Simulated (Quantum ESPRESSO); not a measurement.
Computed Be K edges (Quantum ESPRESSO XSpectra, LDA, excited-electron core hole (neutral cell), supercells with 5.3 to 6.5 Å between holes, Lorentzian half width 0.4 eV up to 4 eV, rising linearly to 1.75 eV at 25 eV (folded afterwards from narrower runs)) of these absorbers are given in random order:
A. Be (Beryllium, P6_3/mmc): 6 Be at 2.23 Å and 6 Be at 2.29 Å (anticuboctahedral, as in hcp, site symmetry -6m2)
B. Be (Im-3m): 8 Be at 2.17 Å and 6 Be at 2.51 Å (cube and octahedron, as in bcc, site symmetry m-3m)

Energy from 110.2 eV of photon energy (total-energy differences, less 4.4 eV, the free-atom term for the hole's spin); mean of 1 over the first 20 eV. In the free atom LDA prices this hole about 2 eV below PBE, which is itself good to a few eV.

```tsv
E (eV)	spectrum 1	spectrum 2
-2.00	0.07	0.08
-1.25	0.10	0.11
-0.50	0.18	0.22
0.25	0.53	0.67
1.00	1.10	1.00
1.75	0.99	0.91
2.50	0.90	0.92
3.25	0.95	1.07
4.00	1.24	1.14
4.75	1.54	1.38
5.50	1.40	1.30
6.25	1.22	1.24
7.00	1.13	1.26
7.75	1.15	1.31
8.50	1.20	1.31
9.25	1.21	1.28
10.00	1.30	1.24
10.75	1.43	1.25
11.50	1.41	1.36
12.25	1.18	1.48
13.00	1.02	1.37
13.75	0.95	1.13
14.50	0.97	0.88
15.25	0.94	0.69
16.00	0.83	0.57
16.75	0.66	0.50
17.50	0.53	0.43
18.25	0.43	0.38
19.00	0.36	0.36
19.75	0.33	0.38
20.50	0.32	0.42
21.25	0.34	0.45
22.00	0.37	0.45
22.75	0.40	0.44
23.50	0.46	0.41
24.25	0.51	0.41
25.00	0.57	0.42
25.75	0.61	0.44
26.50	0.62	0.47
27.25	0.60	0.49
28.00	0.58	0.51
28.75	0.56	0.51
29.50	0.55	0.52
30.25	0.54	0.52
31.00	0.54	0.52
31.75	0.54	0.53
```

Which spectrum belongs to which crystal?

Spectrum 1 is B (rising edge 110.6 eV, maxima 0.5 eV (1.10), 4.4 eV (1.55) and 10.7 eV (1.47) above its zero). Spectrum 2 is A (rising edge 110.3 eV, maxima 0.9 eV (1.00), 4.8 eV (1.38) and 12.3 eV (1.49) above its zero). After the best relative shift (up to 4 eV allowed) the shapes differ by 15 % r.m.s. (of the curve's own r.m.s. level). Between 0 and 20 eV on the axis shown, they part most near 12.6 eV, where Be (Beryllium, P6_3/mmc) is higher by 0.4. The rising edges span 0.3 eV, lowest for Be (Beryllium, P6_3/mmc).

 Lifetime broadening is put in by hand, and intensities beyond about 20 eV depend on it. Some cells keep the holes under 6.5 Å apart, so shapes are probably not fully converged. The structures are entries of the Crystallography Open Database and the Materials Project (computed), used as given.

[Logs are printed without paths, hosts, clocks, repeated set-up lines and the standing remarks that a program may print on its own settings, such as how far it seeks lower states.]

[Hosts, paths, dates, database ids (printed as entryN), source tags and the programs' standing remarks are cut or masked in the printed files.]
